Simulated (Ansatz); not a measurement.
# Boundary energy of W: 8 boundaries compared

Which of these boundaries of W costs least, and does the order hold when functional or mesh changes?

Calculated with Ansatz 0.2.0: Kohn-Sham DFT, PBE, PAW (set soft_2), plane waves; cutoff 420 eV, fermi-dirac smearing of 0.1 eV. Each cell was relaxed with PBE at fixed cell edges, then solved at the other levels. Its free energy less that of as many atoms of bulk W (16.155 Å³ an atom, mesh 17×17×17) is divided by the area of its two boundaries. Cutoffs: 420 eV for PBE and PBEsol; 500 eV for r2SCAN.

Sigma19 (331)[1-10] symmetric tilt boundary in W, as built: Two grains of W, one the mirror image of the other in the boundary plane, two boundaries a cell; of 5 trial joints (lateral shifts, openings, close atoms taken out) the lowest after a short relaxation with the MACE-MP-0b2 potential was kept (shift [0.5, 0.0] of the surface cell, opening 0.97 Å, one of each pair under 1.93 Å removed), then its atoms and the cell's length along the normal were relaxed with that potential. Lattice constants are starting values near those of PBE.

Sigma9 (114)[1-10] symmetric tilt boundary in W, as built: Two grains of W, one the mirror image of the other in the boundary plane, two boundaries a cell; of 6 trial joints (lateral shifts, openings, close atoms taken out) the lowest after a short relaxation with the MACE-MP-0b2 potential was kept (shift [0, 0] of the surface cell, opening 0.00 Å, one of each pair under 1.66 Å removed), then its atoms and the cell's length along the normal were relaxed with that potential. Lattice constants are starting values near those of PBE.

**Cells**

| cell | atoms | area (Å²) | k-mesh | gain on relaxing (J/m²) |
| --- | --- | --- | --- | --- |
| Sigma3 (112)[1-10] symmetric tilt boundary in W | 64 | 49.70 | 7×4×2 (relaxed on 4×3×1) | 0.088 |
| Sigma13 (510)[001] symmetric tilt boundary in W | 64 | 51.73 | 6×4×2 (relaxed on 4×3×1) | 0.410 |
| Sigma11 (113)[1-10] symmetric tilt boundary in W | 88 | 67.29 | 5×5×2 (relaxed on 4×3×1) | 1.108 |
| Sigma9 (114)[1-10] symmetric tilt boundary in W | 52 | 43.04 | 4×8×2 (relaxed on 3×5×1) | 0.367 |
| Sigma17 (530)[001] symmetric tilt boundary in W | 76 | 59.15 | 6×4×2 (relaxed on 4×3×1) | 1.002 |
| Sigma5 (210)[001] symmetric tilt boundary in W | 56 | 45.37 | 5×6×2 (relaxed on 3×4×1) | 0.933 |
| Sigma19 (331)[1-10] symmetric tilt boundary in W | 56 | 44.22 | 8×8×2 (relaxed on 5×5×1) | 0.951 |
| Sigma9 (221)[1-10] symmetric tilt boundary in W | 40 | 30.43 | 8×8×2 (relaxed on 6×6×1) | 1.175 |

**Boundary energy**

In J/m²:

| cell | PBE | PBE, denser mesh | r2SCAN | PBEsol |
| --- | --- | --- | --- | --- |
| Sigma3 (112)[1-10] symmetric tilt boundary in W | 0.722 | 0.723 | 0.853 | 0.784 |
| Sigma13 (510)[001] symmetric tilt boundary in W | 2.305 | 2.302 | 2.636 | 2.581 |
| Sigma11 (113)[1-10] symmetric tilt boundary in W | 2.388 | 2.389 | 2.711 | 2.650 |
| Sigma9 (114)[1-10] symmetric tilt boundary in W | 2.423 | 2.424 | 2.749 | 2.691 |
| Sigma17 (530)[001] symmetric tilt boundary in W | 2.636 | 2.635 | 3.004 | 2.964 |
| Sigma5 (210)[001] symmetric tilt boundary in W | 2.701 | 2.699 | - | 2.860 |
| Sigma19 (331)[1-10] symmetric tilt boundary in W | 2.960 | 2.960 | 3.243 | 3.086 |
| Sigma9 (221)[1-10] symmetric tilt boundary in W | 2.962 | 2.963 | 3.234 | 3.080 |

**Findings**

With PBE the lowest is Sigma3 (112)[1-10] symmetric tilt boundary in W (0.72 J/m²) and the highest Sigma9 (221)[1-10] symmetric tilt boundary in W (2.96 J/m²), a ratio of 4.10. PBE on a denser mesh shifts the values by -0.00 to +0.00 J/m² over 8 cells and reverses no pair. r2SCAN shifts the values by +0.13 to +0.37 J/m² over 7 cells and reverses no pair. PBEsol shifts the values by +0.06 to +0.33 J/m² over 8 cells and reverses 1 of the 28 pairs. A pair counts as reversed only if it differs by over 0.02 J/m² at both levels.

Limits: The lattice constant is the typed one for every functional. Cells and bulk are sampled on unlike meshes, and thin cells carry size effects; differences of a few hundredths of a J/m² aren't resolved. These are free energies under a smearing of 0.1 eV, whose entropy term isn't removed. Each joint was picked among a few trials by a machine-learned potential, which also set the length along the normal. Spin–orbit coupling is left out, which matters for the levels of the heavy elements. In some runs the program notes that positions were snapped to a detected symmetry and the atoms just miss a symmetry operation.

[Hosts, paths, dates, database ids (printed as entryN), source tags and the programs' standing remarks are cut or masked in the printed files.]
